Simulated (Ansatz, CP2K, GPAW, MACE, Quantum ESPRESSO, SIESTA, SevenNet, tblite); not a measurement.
# Twisted graphene double bilayer, 27.80° (104 atoms) in CP2K, part 2 of 3

How do the settings of CP2K change the result for twisted graphene double bilayer, 27.80° (104 atoms)? A plane-wave run serves as the yardstick.

Program: CP2K 2026.2; the method stands at each step. Banners, paths, timers and routine set-up lines are dropped from the logs unmarked, and long logs keep their key lines alone; longer cuts are marked.

So far. Step 2 (PBE, DZVP-MOLOPT-SR, 450/50 Ry, diagonalisation): Forces lie 1.6 % from the reference's, at 0.60 times its CPU time. Step 3 (GFN1-xTB, diagonalisation): Against the first run (1.6 %), the force difference from the reference is 5.7 %, at 0.0064 times the CPU time (on 1 against 4 cores); the model has changed, so this is no error of the program alone.

## (4) PBE, SZV-MOLOPT-SR, 450/50 Ry, diagonalisation

Method: Kohn-Sham DFT, PBE, GTH-PBE pseudopotentials, Gaussian and plane waves, SZV-MOLOPT-SR-GTH, diagonalisation.

Input file input.inp:

```
&GLOBAL
  PROJECT cell
  RUN_TYPE ENERGY_FORCE
  PRINT_LEVEL LOW
&END GLOBAL
&FORCE_EVAL
  METHOD QS
  &DFT
    BASIS_SET_FILE_NAME BASIS_MOLOPT
    POTENTIAL_FILE_NAME GTH_POTENTIALS
    &MGRID
      CUTOFF 450
      REL_CUTOFF 50
    &END MGRID
    &QS
      EPS_DEFAULT 1.0E-12
    &END QS
    &SCF
      SCF_GUESS ATOMIC
      EPS_SCF 1.0E-06
      MAX_SCF 200
      ADDED_MOS 46
      &DIAGONALIZATION
        ALGORITHM STANDARD
      &END DIAGONALIZATION
      &SMEAR ON
        METHOD FERMI_DIRAC
        ELECTRONIC_TEMPERATURE [K] 580
      &END SMEAR
      &MIXING
        METHOD BROYDEN_MIXING
        ALPHA 0.15
        NBROYDEN 8
      &END MIXING
      &PRINT
        &RESTART OFF
        &END RESTART
      &END PRINT
    &END SCF
    &XC
      &XC_FUNCTIONAL PBE
      &END XC_FUNCTIONAL
    &END XC
    &PRINT
      &MULLIKEN ON
      &END MULLIKEN
      &HIRSHFELD ON
        SHAPE_FUNCTION DENSITY
      &END HIRSHFELD
      &MO ON
        EIGENVALUES T
        OCCUPATION_NUMBERS T
        MO_INDEX_RANGE 197 220
        &EACH
          QS_SCF 0
        &END EACH
        ADD_LAST NUMERIC
      &END MO
    &END PRINT
  &END DFT
  &SUBSYS
    &CELL
      A 8.86970 0.00000 0.00000
      B -4.43485 7.68139 0.00000
      C 0.00000 0.00000 24.18000
    &END CELL
    &TOPOLOGY
      COORD_FILE_NAME structure.xyz
      COORD_FILE_FORMAT XYZ
    &END TOPOLOGY
    &KIND C
      BASIS_SET SZV-MOLOPT-SR-GTH-q4
      POTENTIAL GTH-PBE-q4
    &END KIND
  &END SUBSYS
  &PRINT
    &FORCES ON
    &END FORCES
  &END PRINT
&END FORCE_EVAL
```

Input file structure.xyz:

```xyz
104

[... 104 atom lines left out: the same atoms as in the first run ...]
```

On the command line:

```bash
> OMP_NUM_THREADS=1 cp2k.psmp -i input.inp > output.txt
```

Numbers of over 12 decimals in the logs are rounded to 6 here.

Log:

```text
CP2K| version string:                                       CP2K version 2026.2
 CP2K| Input file name                                                 input.inp
 GLOBAL| Basis set file name                                        BASIS_MOLOPT
 GLOBAL| Potential file name                                      GTH_POTENTIALS
[... lines left out ...]
                        Smear method:                                FERMI_DIRAC
[... lines left out ...]
 Number of electrons:                                                        416
[... lines left out ...]
  Step     Update method      Time    Convergence         Total energy    Change
[... lines left out ...]
  *** SCF run converged in    28 steps ***
[... lines left out ...]
  Fermi energy:                                                 0.076355
  Total energy:                                              -589.618106
  Total energy (extrapolated to T->0):                       -589.618106
[... lines left out ...]
 MO| E(Fermi):            0.076355 a.u.          2.077730 eV
[... lines left out ...]
    104       C      1       4.000          3.993                         0.007
  Total Charge                                                           -0.000
 !-----------------------------------------------------------------------------!
 ENERGY| Total FORCE_EVAL ( QS ) energy [hartree]           -589.618074
 FORCES| Atomic forces [hartree/bohr]
 FORCES|   Atom     x               y               z               |f|
 FORCES|      1  1.00136103E-01 -2.91129688E-02 -1.51038546E-02   1.05370444E-01
 FORCES|      2 -1.64063697E-02 -4.24997247E-02 -8.05039909E-03   4.62623442E-02
 FORCES|      3  6.76247023E-02  1.42048428E-01 -8.66299723E-03   1.57562380E-01
[...]
FORCES|    103 -4.33441484E-03  8.65271565E-02 -8.32544451E-03   8.70347574E-02
 FORCES|    104 -8.70939756E-02 -1.07756079E-01 -1.13938566E-02   1.39019974E-01
 FORCES| Sum     1.43340962E-05 -1.62875249E-04 -9.22887721E-07
 FORCES| Total atomic force                                       1.63507385E-04
```

Elapsed: 5.7 min, on 1 thread of Arm Neoverse V2, shared host; peak memory 3.1 GiB.

Numbers from this run, and their distance from the reference:

* r.m.s. force component: 3.749 eV/Å
* r.m.s. difference of force components: 789 meV/Å
* longest difference of force vectors: 3466 meV/Å
* force difference over r.m.s. force: 26.58 %
* slope of forces against the reference's: 1.262
* correlation of force components: 0.9994

This is a coarse setting, run to see what it loses.

Against the first run (1.6 %), the force difference from the reference is 27 %, at 0.66 times the CPU time (on 1 against 4 cores), with 416 basis functions against 1352: the smaller basis costs accuracy.

## (5) PBE, DZVP-MOLOPT-SR, 450/30 Ry, diagonalisation

Method: Kohn-Sham DFT, PBE, GTH-PBE pseudopotentials, Gaussian and plane waves, DZVP-MOLOPT-SR-GTH, diagonalisation.

Edit input.inp of step 4 so:

```diff
@@ -12,3 +12,3 @@
       CUTOFF 450
-      REL_CUTOFF 50
+      REL_CUTOFF 30
     &END MGRID
@@ -66,8 +66,32 @@
     &END CELL
-    &TOPOLOGY
-      COORD_FILE_NAME structure.xyz
-      COORD_FILE_FORMAT XYZ
-    &END TOPOLOGY
+    &COORD
+      SCALED
+      C 0.12467 0.18718 0.29057
+      C 0.17930 0.05690 0.29065
+      C 0.19462 0.47171 0.29176
+      C 0.25817 0.35933 0.28701
+      C 0.28966 0.80749 0.29229
+      C 0.32597 0.65879 0.29311
+      C 0.36150 0.10445 0.29141
+      C 0.42372 0.98998 0.29242
+      C 0.44143 0.41324 0.28808
+      C 0.47384 0.27795 0.28733
+      C 0.51650 0.71831 0.29081
+      C 0.55923 0.58396 0.29090
+      C 0.59540 0.03441 0.29013
+      C 0.63318 0.88722 0.29019
+      C 0.67076 0.33341 0.29037
+      C 0.71423 0.20823 0.29155
+      C 0.73257 0.63026 0.28973
+      C 0.79494 0.51215 0.29217
+      C 0.82039 0.95071 0.28617
+      C 0.85722 0.81374 0.28909
+[... 80 atom lines left out ...]
+      C 0.78757 0.27827 0.70795
+      C 0.84171 0.45871 0.70953
+      C 0.71603 0.50859 0.70943
+      C 0.77677 0.69961 0.71134
+    &END COORD
     &KIND C
-      BASIS_SET SZV-MOLOPT-SR-GTH-q4
+      BASIS_SET DZVP-MOLOPT-SR-GTH-q4
       POTENTIAL GTH-PBE-q4
```

On the command line:

```bash
> OMP_NUM_THREADS=1 mpirun -np 4 cp2k.psmp -i input.inp > output.txt
```

Log:

```text
CP2K| version string:                                       CP2K version 2026.2
 CP2K| Input file name                                                 input.inp
 GLOBAL| Basis set file name                                        BASIS_MOLOPT
 GLOBAL| Potential file name                                      GTH_POTENTIALS
 GLOBAL| Run type                                                   ENERGY_FORCE
 GLOBAL| Total number of message passing processes                             4
 GLOBAL| Number of threads for this process                                    1
 TOTAL NUMBERS AND MAXIMUM NUMBERS
  Total number of            - Atomic kinds:                                   1
                             - Atoms:                                        104
[... lines left out ...]
                        Smear method:                                FERMI_DIRAC
[... lines left out ...]
 Number of electrons:                                                        416
[... lines left out ...]
  Step     Update method      Time    Convergence         Total energy    Change
[... lines left out ...]
  *** SCF run converged in    23 steps ***
[... lines left out ...]
  Fermi energy:                                                 0.038909
  Total energy:                                              -591.581549
  Total energy (extrapolated to T->0):                       -591.581549
[... lines left out ...]
 MO| E(Fermi):            0.038909 a.u.          1.058771 eV
[... lines left out ...]
       2     C        1          4.002238                             -0.002238
       3     C        1          4.001548                             -0.001548
[...]
103     C        1          3.992749                              0.007251
     104     C        1          3.999150                              0.000850
 # Total charge                            416.000000                  0.000000
 !-----------------------------------------------------------------------------!
 !-----------------------------------------------------------------------------!
                           Hirshfeld Charges
  #Atom  Element  Kind  Ref Charge     Population                    Net charge
      1       C      1       4.000          4.005                        -0.005
      2       C      1       4.000          3.994                         0.006
      3       C      1       4.000          4.012                        -0.012
[...]
103       C      1       4.000          3.999                         0.001
    104       C      1       4.000          3.993                         0.007
  Total Charge                                                           -0.000
 !-----------------------------------------------------------------------------!
 ENERGY| Total FORCE_EVAL ( QS ) energy [hartree]           -591.581504
 FORCES| Atomic forces [hartree/bohr]
 FORCES|   Atom     x               y               z               |f|
 FORCES|      1  8.14655224E-02 -2.08815704E-02 -1.21476756E-02   8.49719798E-02
 FORCES|      2 -1.43357029E-02 -3.77174324E-02 -5.90686887E-03   4.07799973E-02
 FORCES|      3  5.47263942E-02  1.14780059E-01 -6.73936614E-03   1.27337580E-01
[...]
FORCES|    103 -6.55867338E-04  6.75949653E-02 -6.65083088E-03   6.79245393E-02
 FORCES|    104 -7.01819664E-02 -8.89529511E-02 -9.74296582E-03   1.13723618E-01
 FORCES| Sum     6.42057728E-06 -1.75617982E-04  4.09559619E-04
 FORCES| Total atomic force                                       4.45670260E-04
```

Wall time 1.7 min (4 MPI ranks); peak memory 4.2 GiB; 7 min of CPU time.

Numbers from this run, and their distance from the reference:

| Item | Value |
| --- | --- |
| r.m.s. force component | 3.008 eV/Å |
| r.m.s. difference of force components | 46.52 meV/Å |
| longest difference of force vectors | 204.6 meV/Å |
| force difference over r.m.s. force | 1.567 % |
| slope of forces against the reference's | 1.013 |
| correlation of force components | 1 |
| energy less the same-level run's | -0.1275 meV/atom |
| r.m.s. force difference from the same-level run | 1.04 meV/Å |

This is a coarse setting, run to see what it loses.

Against the first run (1.6 %), the force difference from the reference is 1.6 %, at 0.81 times the CPU time: the change moves forces by 1.0 meV/Å r.m.s., so most of the difference comes from elsewhere.

## (6) PBE, DZVP-MOLOPT-SR, 630/50 Ry, diagonalisation

Method: Kohn-Sham DFT, PBE, GTH-PBE pseudopotentials, Gaussian and plane waves, DZVP-MOLOPT-SR-GTH, diagonalisation.

Edit input.inp of step 5 so:

```diff
@@ -11,4 +11,5 @@
     &MGRID
-      CUTOFF 450
-      REL_CUTOFF 30
+      CUTOFF 630
+      REL_CUTOFF 50
+      NGRIDS 5
     &END MGRID
```

Log:

```text
CP2K| version string:                                       CP2K version 2026.2
 CP2K| Input file name                                                 input.inp
 GLOBAL| Basis set file name                                        BASIS_MOLOPT
 GLOBAL| Potential file name                                      GTH_POTENTIALS
 GLOBAL| Run type                                                   ENERGY_FORCE
 GLOBAL| Total number of message passing processes                             4
 GLOBAL| Number of threads for this process                                    1
 TOTAL NUMBERS AND MAXIMUM NUMBERS
  Total number of            - Atomic kinds:                                   1
                             - Atoms:                                        104
[... lines left out ...]
                        Smear method:                                FERMI_DIRAC
[... lines left out ...]
 Number of electrons:                                                        416
[... lines left out ...]
  Step     Update method      Time    Convergence         Total energy    Change
[... lines left out ...]
  *** SCF run converged in    23 steps ***
[... lines left out ...]
  Fermi energy:                                                 0.038915
  Total energy:                                              -591.581064
  Total energy (extrapolated to T->0):                       -591.581064
[... lines left out ...]
 MO| E(Fermi):            0.038915 a.u.          1.058941 eV
[... lines left out ...]
       2     C        1          4.002215                             -0.002215
       3     C        1          4.001546                             -0.001546
[...]
103     C        1          3.992722                              0.007278
     104     C        1          3.999164                              0.000836
 # Total charge                            416.000000                  0.000000
 !-----------------------------------------------------------------------------!
 !-----------------------------------------------------------------------------!
                           Hirshfeld Charges
  #Atom  Element  Kind  Ref Charge     Population                    Net charge
      1       C      1       4.000          4.005                        -0.005
      2       C      1       4.000          3.994                         0.006
      3       C      1       4.000          4.012                        -0.012
[...]
103       C      1       4.000          3.999                         0.001
    104       C      1       4.000          3.993                         0.007
  Total Charge                                                           -0.000
 !-----------------------------------------------------------------------------!
 ENERGY| Total FORCE_EVAL ( QS ) energy [hartree]           -591.581018
 FORCES| Atomic forces [hartree/bohr]
 FORCES|   Atom     x               y               z               |f|
 FORCES|      1  8.14788116E-02 -2.08946024E-02 -1.21663145E-02   8.49905898E-02
 FORCES|      2 -1.43608140E-02 -3.77139279E-02 -5.93239067E-03   4.07892951E-02
 FORCES|      3  5.47193547E-02  1.14774448E-01 -6.75659573E-03   1.27330410E-01
[...]
FORCES|    103 -6.74132414E-04  6.76225885E-02 -6.63745107E-03   6.79508991E-02
 FORCES|    104 -7.01650144E-02 -8.89526197E-02 -9.68502182E-03   1.13707948E-01
 FORCES| Sum     6.47675798E-06 -8.73657493E-05  2.91091922E-05
 FORCES| Total atomic force                                       9.23150455E-05
```

The job ended after 2.7 min (4 MPI ranks; peak memory 5.8 GiB; 11 min of CPU time).

Numbers from this run, and their distance from the reference:

* r.m.s. force component: 3.008 eV/Å
* r.m.s. difference of force components: 46.49 meV/Å
* longest difference of force vectors: 205.6 meV/Å
* force difference over r.m.s. force: 1.566 %
* slope of forces against the reference's: 1.013
* correlation of force components: 1
* energy less the same-level run's: -0.0003 meV/atom
* r.m.s. force difference from the same-level run: 0.764 meV/Å

Against the first run (1.6 %), the force difference from the reference is 1.6 %, at 1.2 times the CPU time: the change moves forces by 0.76 meV/Å r.m.s., so most of the difference comes from elsewhere.

(Part 2 of 3 ends here.)

[Also dropped from logs without a mark: logging warnings of Python, and SIESTA's first energy breakdown and zero terms.]

[Logs are printed without paths, hosts, clocks, repeated set-up lines and the standing remarks that a program may print on its own settings, such as how far it seeks lower states.]

[Hosts, paths, dates, database ids (printed as entryN), source tags and the programs' standing remarks are cut or masked in the printed files.]
